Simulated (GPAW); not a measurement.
# GdIBr: which magnetic order is lowest

Does GdIBr prefer parallel or opposed moments, or none?

Calculated with GPAW 26.7.0; PBE with U = 6 eV on Gd f; plane waves with GPAW's PAW setups, scalar-relativistic.

**1. Starting point**

The structure is tetragonal, space group P4/nmm (No. 129). Conventional cell: a = 4.361 Å, b = 4.361 Å, c = 7.453 Å, α = 90.00°, β = 90.00°, γ = 90.00°. Gd has 4 I at 2.67 Å and 5 Br at 3.27 to 3.28 Å nearest. Nearest to Br lie 5 Gd at 3.27 to 3.28 Å. Nearest to I lie 4 Gd at 2.67 Å and 4 I at 3.08 Å. invented: EuClF (P4/nmm) with Gd for Eu, Br for Cl, I for F. Farther neighbours and most contacts between anions are not listed.

As a file:

```
Gd Br I
1.0
     4.36137    0.00000    0.00000
     0.00000    4.36137    0.00000
     0.00000    0.00000    7.45309
Gd Br I
2 2 2
Direct
  0.00000 0.50000 0.79402
  0.50000 0.00000 0.20598
  0.00000 0.50000 0.35500
  0.50000 0.00000 0.64500
  0.00000 0.00000 0.00000
  0.50000 0.50000 0.00000
```

The cell is a made-up one and need not be a known phase.

The settings of this session are not all sound (see the inputs), so it shows what such settings give, not the properties of the crystal.

**2. Start 1: ferro ++**

The parallel start comes first: it fits the smallest cell, keeps the most symmetry and shows whether parallel moments form. A Hubbard term is added for the open shell, at a value in common use.

File order1.py:

```python
import json
import numpy as np
from ase import Atoms
from ase.parallel import paropen, parprint
from gpaw import GPAW

atoms = Atoms(['Gd', 'Gd', 'Br', 'Br', 'I', 'I'],
    cell=[[4.36137, 0.0, 0.0],
         [0.0, 4.36137, 0.0],
         [0.0, 0.0, 7.453089]],
    scaled_positions=[[0.0, 0.5, 0.79401802],
         [0.5, 0.0, 0.20598198],
         [0.0, 0.5, 0.35500378],
         [0.5, 0.0, 0.64499622],
         [0.0, 0.0, 0.0],
         [0.5, 0.5, 0.0]],
    pbc=True,
    magmoms=[7.0, 7.0, 0.0, 0.0, 0.0, 0.0])
atoms.calc = GPAW(mode={'name': 'pw', 'ecut': 560.0},
    xc='PBE',
    kpts={'size': (6, 6, 6), 'gamma': True},
    occupations={'name': 'fermi-dirac', 'width': 0.2},
    convergence={'density': 1e-05, 'energy': 1e-05},
    maxiter=200,
    charge=-0.3,
    setups={'Gd': ':f,6.0'},
    symmetry={'tolerance': 1e-4},
    txt='order1.txt')
e = atoms.get_potential_energy(force_consistent=True)
res = {'free_energy': e, 'energy_sigma0': atoms.get_potential_energy(), 'fermi_energy': atoms.calc.get_fermi_level()}
res['moments'] = atoms.get_magnetic_moments().tolist()
res['total'] = atoms.get_magnetic_moment()
parprint('site moments (muB):', np.round(res['moments'], 3))
parprint(f"total moment: {res['total']:.3f} muB")
parprint(f'free energy: {e:.6f} eV')
atoms.calc.write('order1.gpw')
with paropen('results.json', 'w') as f:
    json.dump(res, f)
```

Launch:

```bash
$ OMP_NUM_THREADS=1 mpirun -n 4 gpaw python order1.py > order1.log
```

Numbers of over 12 decimals in the logs are rounded to 6 here.

The log of the run:

```text
site moments (muB): [ 7.169e+00  7.169e+00 -2.000e-03 -2.000e-03 -2.200e-02 -2.200e-02]
total moment: 15.542 muB
free energy: -29.887088 eV

--- order1.txt ---
Input parameters:
  mode=PW(ecut=560.0),
  charge=-0.3,
  convergence={'density': 1e-05, 'energy': 1e-05},
  kpts=MonkhorstPack(size=(6, 6, 6), gamma=True),
  maxiter=200,
  occupations=Occupations(name='fermi-dirac', width=0.2),
  setups={'Gd': ':f,6.0'},
  symmetry=Symmetry(tolerance=0.0001),
  xc=XC(name='PBE')

Diagonalizing LCAO Hamiltonian
Converting LCAO to pw mode
    .----------.
   /|          |
  / |          |
 * Gd          |
 |  |          |
 |  |          |
 |  |  Br      |
 | Br          |
 |  |          |
 |  .----------.
 | /   Gd     /
 |/          /
 I----------*

Atoms  # Å, Bohr magnetons
|   | symbol |        x |        y |        z |    initial magnetic moments |
|---|--------|----------|----------|----------|-----------------------------|
| 0 |     Gd | 0.000000 | 2.180685 | 5.917887 | ( 0.0000,  0.0000,  7.0000) |
| 1 |     Gd | 2.180685 | 0.000000 | 1.535202 | ( 0.0000,  0.0000,  7.0000) |
| 2 |     Br | 0.000000 | 2.180685 | 2.645875 | ( 0.0000,  0.0000,  0.0000) |
| 3 |     Br | 2.180685 | 0.000000 | 4.807214 | ( 0.0000,  0.0000,  0.0000) |
| 4 |      I | 0.000000 | 0.000000 | 0.000000 | ( 0.0000,  0.0000,  0.0000) |
| 5 |      I | 2.180685 | 2.180685 | 0.000000 | ( 0.0000,  0.0000,  0.0000) |

Unit cell  # Å
| periodic |        x |        y |        z |  lengths |    angles |
|----------|----------|----------|----------|----------|-----------|
|      yes | 4.361370 | 0.000000 | 0.000000 | 4.361370 | 90.000000 |
|      yes | 0.000000 | 4.361370 | 0.000000 | 4.361370 | 90.000000 |
|      yes | 0.000000 | 0.000000 | 7.453089 | 7.453089 | 90.000000 |

Number of symmetries: 8

BZ-sampling:
  Number of BZ points: 216
  Number of IBZ points: 40

  Monkhorst-Pack size: [6, 6, 6]
  Monkhorst-Pack shift: [0.083333, 0.083333, 0.083333]

K-points  # in reciprocal-cell coordinates
|     |                                coordinates |     weight |
|-----|--------------------------------------------|------------|
|   0 | (  0.00000000,   0.00000000,   0.00000000) | 0.00462963 |
|   1 | (  0.00000000,   0.00000000,   0.16666667) | 0.00925926 |
|   2 | (  0.00000000,   0.00000000,   0.33333333) | 0.00925926 |
|   3 | (  0.00000000,   0.00000000,   0.50000000) | 0.00462963 |
|   4 | (  0.16666667,   0.00000000,   0.00000000) | 0.01851852 |
|   5 | (  0.16666667,   0.00000000,   0.16666667) | 0.03703704 |
|   6 | (  0.16666667,   0.00000000,   0.33333333) | 0.03703704 |
|   7 | (  0.16666667,   0.00000000,   0.50000000) | 0.01851852 |
|   8 | (  0.16666667,   0.16666667,   0.00000000) | 0.01851852 |
|   9 | (  0.16666667,   0.16666667,   0.16666667) | 0.03703704 |
| ... |                                            |            |
|  39 | (  0.50000000,   0.50000000,   0.50000000) | 0.00462963 |

Plane wave coefficients: 4292
Cutoff: 560.0 eV

Spin-components: 2 (collinear spins)
Bands:           51
Projectors:      36
Spin-degeneracy: 1
Datatype:        complex128

Parallelization:
  kpt:    4
  domain: 1
  band:   1

Density:
  Valence electrons: 64.0
  Components: 2
  Grid points: [24 24 42]
  Charge: -0.3  # |e|

Potential:
  Grid points: [24 24 42]

species:
  Gd:
    name:    Gadolinium
    Z:       64.0
    valence: 18
    core:    46
    charge:  0.0  # [|e|]
    Hubbard: {U: 6.0,  # eV
              l: 3,
              scale: True}
    compensation charges:
      type: gauss
      rc: 0.35  # [Å]
      lmax: 2
    cutoffs:
      filter: 1.17  # [Å]
      core: 1.83  # [Å]
    projectors
    | kind |    occ | energy [eV] | rcut [Å] |
    |------|--------|-------------|----------|
    |   5s |  2.000 |     -49.740 |    1.164 |
    |   6s |  2.000 |      -4.126 |    1.164 |
    |   5p |  6.000 |     -27.264 |    1.164 |
    |   6p |  0.000 |      -1.333 |    1.164 |
    |   5d |  1.000 |      -2.532 |    1.164 |
    |   4f |  7.000 |      -8.689 |    1.164 |
    |    d |        |      24.679 |    1.164 |
    |    f |        |      18.522 |    1.164 |

    Using partial waves for Gd as LCAO basis

  Br:
    name:    Bromine
    Z:       35.0
    valence: 7
    core:    28
    charge:  0.0  # [|e|]
    compensation charges:
      type: gauss
      rc: 0.35  # [Å]
      lmax: 2
    cutoffs:
      filter: 1.98  # [Å]
      core: 2.38  # [Å]
    projectors
    | kind |    occ | energy [eV] | rcut [Å] |
    |------|--------|-------------|----------|
    |   4s |  2.000 |     -20.121 |    1.111 |
    |   4p |  5.000 |      -7.861 |    1.111 |
    |    s |        |       7.091 |    1.111 |
    |    p |        |      19.351 |    1.111 |
    |    d |        |       0.000 |    1.111 |

    Using partial waves for Br as LCAO basis

  I:
    name:    Iodine
    Z:       53.0
    valence: 7
    core:    46
    charge:  0.0  # [|e|]
    compensation charges:
      type: gauss
      rc: 0.37  # [Å]
      lmax: 2
    cutoffs:
      filter: 2.06  # [Å]
      core: 2.90  # [Å]
    projectors
    | kind |    occ | energy [eV] | rcut [Å] |
    |------|--------|-------------|----------|
    |   5s |  2.000 |     -17.382 |    1.164 |
    |   5p |  5.000 |      -7.088 |    1.164 |
    |    s |        |       9.829 |    1.164 |
    |    p |        |      20.123 |    1.164 |
    |    d |        |       0.000 |    1.164 |

    Using partial waves for I as LCAO basis

Reference energy: -1142289.234641  # eV

eigensolver:
  PPCG
  Converge bands: occupied
  niter=2

density mixing:
  MSR1-Mixer
  Pratt-step length: 0.05
  Maximum mixing coefficient: 0.75
  Old densities: 10
  SVD Regularization: 0.005
  Good broyden scale: 1.0
  Trust region scale: 1.0
  Backstep threshold: 4.0
  History deletion threshold: 6.0
  Fourier metric: weight=20.0, sigma=0.015

occupation numbers:
  Fermi-Dirac:
    width: 0.2000  # eV

poisson solver:
  ecut: 4480.0  # eV
  uniform background charge: -0.3  # electrons

xc functional:
  name: PBE with 2 nearest neighbor stencil

convergence criteria:
- Maximum integral of absolute [dens]ity change: 1e-05 electrons / valence electron
- Maximum [total energy] change in last 3 cyles: 1e-05 eV / valence electron
- Maximum integral of absolute [eigenst]ate change: 4e-08 eV^2 / valence electron
maximum number of iterations: 200

SCF iterations
|iter     |      energy | eigst |  dens |  magmom |
|---------|-------------|-------|-------|---------|
|iter:   1|       0s |  -37.674546 | +1.05 |       | +13.9866|
|iter:   2|       4s |  -35.478319 | -0.25 | -1.00 | +14.0333|
|iter:   3|       9s |  -30.219133 | -0.07 | -1.06 | +14.4424|
|iter:   4|      14s |  -29.635559 | -0.63 | -1.26 | +14.7997|
|iter:   5|      18s |  -29.635906 | -1.77 | -1.62 | +15.0622|
|iter:   6|      23s |  -29.653071 | -2.69 | -1.93 | +15.3491|
|iter:   7|      27s |  -29.656032 | -3.74 | -2.55 | +15.4163|
|iter:   8|      32s |  -29.658370 | -4.25 | -2.82 | +15.4738|
|iter:   9|      36s |  -29.659854 | -4.56 | -3.15 | +15.5156|
|iter:  10|      41s |  -29.660549 | -5.04 | -3.54 | +15.5380|
|iter:  11|      45s |  -29.660640 | -6.19 | -4.18 | +15.5415|
|iter:  12|      50s |  -29.660657c| -7.27 | -4.75 | +15.5422|
|iter:  13|      52s |  -29.660656c| -7.85c| -5.35c| +15.5422|

Converged in 13 steps
Energy contributions relative to reference atoms: (reference = -1142289.234641)

Energy contributions:
  Kinetic:         233.405532
  Coulomb:        -187.617683
  Zero:             -1.339789
  External:          0.000000
  Xc:              -73.882283
  Entropy:          -0.452865
  Spinorbit:         0.000000
  ----------------------------
  Free energy:     -29.887088
  Extrapolated:    -29.660656

dipole moment: (-63.730317, -63.730317, -74.068365)  # |e|*Ang

Total magnetic moment: (0.000000, 0.000000, 15.542217)

Local magnetic moments
|        x |        y |         z |
|----------|----------|-----------|
| 0.000000 | 0.000000 |  7.168789 |  # Gd   0
| 0.000000 | 0.000000 |  7.168789 |  # Gd   1
| 0.000000 | 0.000000 | -0.002064 |  # Br   2
| 0.000000 | 0.000000 | -0.002064 |  # Br   3
| 0.000000 | 0.000000 | -0.021690 |  # I    4
| 0.000000 | 0.000000 | -0.021690 |  # I    5

Fermi level: 11.317
Eigenvalues  # (at kpt = [0.000, 0.000, 0.000])
| band index |      eig [eV] | occ [0-1] |      eig [eV] | occ [0-1] |
|------------|---------------|-----------|---------------|-----------|
|          0 |       -35.068 |     1.000 |       -31.794 |     1.000 |
|        ... |               |           |               |           |
|         26 |         3.173 |     1.000 |        11.275 |     0.552 |
|         27 |         3.173 |     1.000 |        11.756 |     0.100 |
|         28 |         3.287 |     1.000 |        12.749 |     0.001 |
|         29 |         4.711 |     1.000 |        13.262 |     0.000 |
|         30 |         5.313 |     1.000 |        13.448 |     0.000 |
|         31 |         5.738 |     1.000 |        13.448 |     0.000 |
|         32 |         5.738 |     1.000 |        13.550 |     0.000 |
|         33 |         6.386 |     1.000 |        13.727 |     0.000 |
|         34 |         6.386 |     1.000 |        13.727 |     0.000 |
|         35 |         7.599 |     1.000 |        13.762 |     0.000 |
|         36 |         8.256 |     1.000 |        13.885 |     0.000 |
|         37 |         8.256 |     1.000 |        13.888 |     0.000 |
|         38 |        10.019 |     0.998 |        13.927 |     0.000 |
|         39 |        10.079 |     0.998 |        13.927 |     0.000 |
|         40 |        10.430 |     0.988 |        13.946 |     0.000 |
|         41 |        11.391 |     0.408 |        13.946 |     0.000 |
|        ... |               |           |               |           |
|         50 |        16.916 |     0.000 |        17.715 |     0.000 |

No gap
No difference between direct/indirect transitions
```

It took 63 s on 4 MPI ranks of Intel Xeon Platinum 8559C (Emerald Rapids), shared host; peak memory 1.3 GiB; 4.2 min of CPU time.

Spin moment in the augmentation sphere by atom:

```
atom  spin moment in the augmentation sphere (μB)
 Gd1                                         7.17
 Gd2                                         7.17
 Br3                                         0.00
 Br4                                         0.00
  I5                                        -0.02
  I6                                        -0.02
```

This step gave:

| Quantity | Value |
| --- | --- |
| magnetization | 15.54 μB |
| final state | ferromagnetic |

After 13 cycles the largest moment stands at 7.17 μB.

**3. Start 2: antiferro +-**

Another pattern of signs weighs the neighbour shells otherwise.

order2.py is the script of step 2 with these lines changed:

```diff
@@ -17,3 +17,3 @@
     pbc=True,
-    magmoms=[7.0, 7.0, 0.0, 0.0, 0.0, 0.0])
+    magmoms=[7.0, -7.0, 0.0, 0.0, 0.0, 0.0])
 atoms.calc = GPAW(mode={'name': 'pw', 'ecut': 560.0},
@@ -27,3 +27,3 @@
     symmetry={'tolerance': 1e-4},
-    txt='order1.txt')
+    txt='order2.txt')
 e = atoms.get_potential_energy(force_consistent=True)
@@ -35,3 +35,3 @@
 parprint(f'free energy: {e:.6f} eV')
-atoms.calc.write('order1.gpw')
+atoms.calc.write('order2.gpw')
 with paropen('results.json', 'w') as f:
```

Launch:

```bash
$ OMP_NUM_THREADS=1 mpirun -n 4 gpaw python order2.py > order2.log
```

The log of the run:

```text
site moments (muB): [ 7.102e+00 -7.102e+00  1.000e-03 -1.000e-03 -0.000e+00 -0.000e+00]
total moment: -0.000 muB
free energy: -29.822177 eV

--- order2.txt ---
Input parameters:
  mode=PW(ecut=560.0),
  charge=-0.3,
  convergence={'density': 1e-05, 'energy': 1e-05},
  kpts=MonkhorstPack(size=(6, 6, 6), gamma=True),
  maxiter=200,
  occupations=Occupations(name='fermi-dirac', width=0.2),
  setups={'Gd': ':f,6.0'},
  symmetry=Symmetry(tolerance=0.0001),
  xc=XC(name='PBE')

Diagonalizing LCAO Hamiltonian
Converting LCAO to pw mode
    .----------.
   /|          |
  / |          |
 * Gd          |
 |  |          |
 |  |          |
 |  |  Br      |
 | Br          |
 |  |          |
 |  .----------.
 | /   Gd     /
 |/          /
 I----------*

Atoms  # Å, Bohr magnetons
|   | symbol |        x |        y |        z |    initial magnetic moments |
|---|--------|----------|----------|----------|-----------------------------|
| 0 |     Gd | 0.000000 | 2.180685 | 5.917887 | ( 0.0000,  0.0000,  7.0000) |
| 1 |     Gd | 2.180685 | 0.000000 | 1.535202 | ( 0.0000,  0.0000, -7.0000) |
| 2 |     Br | 0.000000 | 2.180685 | 2.645875 | ( 0.0000,  0.0000,  0.0000) |
| 3 |     Br | 2.180685 | 0.000000 | 4.807214 | ( 0.0000,  0.0000,  0.0000) |
| 4 |      I | 0.000000 | 0.000000 | 0.000000 | ( 0.0000,  0.0000,  0.0000) |
| 5 |      I | 2.180685 | 2.180685 | 0.000000 | ( 0.0000,  0.0000,  0.0000) |

Unit cell  # Å
| periodic |        x |        y |        z |  lengths |    angles |
|----------|----------|----------|----------|----------|-----------|
|      yes | 4.361370 | 0.000000 | 0.000000 | 4.361370 | 90.000000 |
|      yes | 0.000000 | 4.361370 | 0.000000 | 4.361370 | 90.000000 |
|      yes | 0.000000 | 0.000000 | 7.453089 | 7.453089 | 90.000000 |

Number of symmetries: 4

BZ-sampling:
  Number of BZ points: 216
  Number of IBZ points: 64

  Monkhorst-Pack size: [6, 6, 6]
  Monkhorst-Pack shift: [0.083333, 0.083333, 0.083333]

Plane wave coefficients: 4292
Cutoff: 560.0 eV

Spin-components: 2 (collinear spins)
Bands:           43
Projectors:      36
Spin-degeneracy: 1
Datatype:        complex128

Parallelization:
  kpt:    4
  domain: 1
  band:   1

Density:
  Valence electrons: 64.0
  Components: 2
  Grid points: [24 24 42]
  Charge: -0.3  # |e|

Potential:
  Grid points: [24 24 42]

[... setups left out ...]
Reference energy: -1142289.234641  # eV

eigensolver:
  PPCG
  Converge bands: occupied
  niter=2

density mixing:
  MSR1-Mixer
  Pratt-step length: 0.05
  Maximum mixing coefficient: 0.75
  Old densities: 10
  SVD Regularization: 0.005
  Good broyden scale: 1.0
  Trust region scale: 1.0
  Backstep threshold: 4.0
  History deletion threshold: 6.0
  Fourier metric: weight=20.0, sigma=0.015

occupation numbers:
  Fermi-Dirac:
    width: 0.2000  # eV

poisson solver:
  ecut: 4480.0  # eV
  uniform background charge: -0.3  # electrons

xc functional:
  name: PBE with 2 nearest neighbor stencil

convergence criteria:
- Maximum integral of absolute [dens]ity change: 1e-05 electrons / valence electron
- Maximum [total energy] change in last 3 cyles: 1e-05 eV / valence electron
- Maximum integral of absolute [eigenst]ate change: 4e-08 eV^2 / valence electron
maximum number of iterations: 200

SCF iterations
|iter     |      energy | eigst |  dens |  magmom |
|---------|-------------|-------|-------|---------|
|iter:   1|       0s |  -37.494938 | +1.40 |       |  +0.0000|
|iter:   2|       7s |  -35.417504 | -0.17 | -1.00 |  +0.0000|
|iter:   3|      13s |  -30.267000 | -0.03 | -1.07 |  +0.0000|
|iter:   4|      19s |  -29.570184 | -0.39 | -1.27 |  -0.0000|
|iter:   5|      25s |  -29.568103 | -1.45 | -1.63 |  +0.0000|
|iter:   6|      32s |  -29.584299 | -2.25 | -1.96 |  -0.0000|
|iter:   7|      38s |  -29.585831 | -3.14 | -2.67 |  +0.0000|
|iter:   8|      44s |  -29.586837 | -3.63 | -2.99 |  -0.0000|
|iter:   9|      50s |  -29.587399 | -4.06 | -3.34 |  +0.0000|
|iter:  10|      56s |  -29.587744 | -4.40 | -3.69 |  -0.0000|
|iter:  11|      62s |  -29.587811c| -4.83 | -4.27 |  +0.0000|
|iter:  12|      68s |  -29.587838c| -5.18 | -4.64 |  -0.0000|
|iter:  13|      74s |  -29.587841c| -5.51 | -5.13c|  +0.0000|
|iter:  14|      80s |  -29.587840c| -5.83 | -5.43c|  -0.0000|
|iter:  15|      86s |  -29.587838c| -6.11 | -5.77c|  +0.0000|
|iter:  16|      92s |  -29.587838c| -6.35 | -5.93c|  -0.0000|
|iter:  17|      98s |  -29.587837c| -6.57 | -6.09c|  +0.0000|
|iter:  18|     105s |  -29.587837c| -6.73 | -6.36c|  +0.0000|
|iter:  19|     110s |  -29.587837c| -6.90 | -6.80c|  +0.0000|
|iter:  20|     116s |  -29.587836c| -7.04 | -6.91c|  -0.0000|
|iter:  21|     122s |  -29.587836c| -7.17 | -7.08c|  -0.0000|
|iter:  22|     128s |  -29.587836c| -7.28 | -6.86c|  -0.0000|
|iter:  23|     133s |  -29.587836c| -7.38 | -7.05c|  -0.0000|
|iter:  24|     138s |  -29.587836c| -7.46c| -7.40c|  -0.0000|

Converged in 24 steps
Energy contributions relative to reference atoms: (reference = -1142289.234641)

Energy contributions:
  Kinetic:         234.393563
  Coulomb:        -188.642330
  Zero:             -1.369542
  External:          0.000000
  Xc:              -73.735185
  Entropy:          -0.468683
  Spinorbit:         0.000000
  ----------------------------
  Free energy:     -29.822177
  Extrapolated:    -29.587836

dipole moment: (-63.724604, -63.724604, -74.066338)  # |e|*Ang

Total magnetic moment: (0.000000, 0.000000, -0.000000)

Local magnetic moments
|        x |        y |         z |
|----------|----------|-----------|
| 0.000000 | 0.000000 |  7.101636 |  # Gd   0
| 0.000000 | 0.000000 | -7.101636 |  # Gd   1
| 0.000000 | 0.000000 |  0.001287 |  # Br   2
| 0.000000 | 0.000000 | -0.001287 |  # Br   3
| 0.000000 | 0.000000 | -0.000000 |  # I    4
| 0.000000 | 0.000000 | -0.000000 |  # I    5

Fermi level: 11.332
Eigenvalues  # (at kpt = [0.000, 0.000, 0.000])
| band index |      eig [eV] | occ [0-1] |      eig [eV] | occ [0-1] |
|------------|---------------|-----------|---------------|-----------|
|          0 |       -35.044 |     1.000 |       -35.044 |     1.000 |
|        ... |               |           |               |           |
|         26 |         6.365 |     1.000 |         6.365 |     1.000 |
|         27 |         6.365 |     1.000 |         6.365 |     1.000 |
|         28 |         7.650 |     1.000 |         7.650 |     1.000 |
|         29 |         8.379 |     1.000 |         8.379 |     1.000 |
|         30 |         8.379 |     1.000 |         8.379 |     1.000 |
|         31 |        10.338 |     0.993 |        10.338 |     0.993 |
|         32 |        10.382 |     0.991 |        10.382 |     0.991 |
|         33 |        10.902 |     0.895 |        10.902 |     0.895 |
|         34 |        11.583 |     0.222 |        11.583 |     0.222 |
|         35 |        12.239 |     0.011 |        12.239 |     0.011 |
|         36 |        13.107 |     0.000 |        13.107 |     0.000 |
|         37 |        13.246 |     0.000 |        13.246 |     0.000 |
|         38 |        13.246 |     0.000 |        13.246 |     0.000 |
|         39 |        13.790 |     0.000 |        13.790 |     0.000 |
|         40 |        13.934 |     0.000 |        13.934 |     0.000 |
|         41 |        13.934 |     0.000 |        13.934 |     0.000 |
|         42 |        14.075 |     0.000 |        14.075 |     0.000 |

No gap
No difference between direct/indirect transitions
```

Run time: 2.5 min. Hardware: 4 MPI ranks; peak memory 1.4 GiB.

Spin moment in the augmentation sphere by atom:

```
atom  spin moment in the augmentation sphere (μB)
 Gd1                                         7.10
 Gd2                                        -7.10
 Br3                                         0.00
 Br4                                         0.00
  I5                                         0.00
  I6                                         0.00
```

Read from the output:

| Quantity | Value |
| --- | --- |
| magnetization | 0 μB |
| final state | antiferromagnetic |

It lies 32.5 meV a seeded atom over the first start, and its largest moment is 7.10 μB against 7.17 μB.

(Continued in part 2 of 2.)

[Logs and program files are shortened in this print: banners, set-up blocks, solver, clock and traceback lines can be left out without a mark of their own.]

[Logs are printed without paths, hosts, clocks, repeated set-up lines and the standing remarks that a program may print on its own settings, such as how far it seeks lower states.]

[Hosts, paths, dates, database ids (printed as entryN), source tags and the programs' standing remarks are cut or masked in the printed files.]

[Where a cell is said to come from a database of computed structures, the database is the Materials Project.]
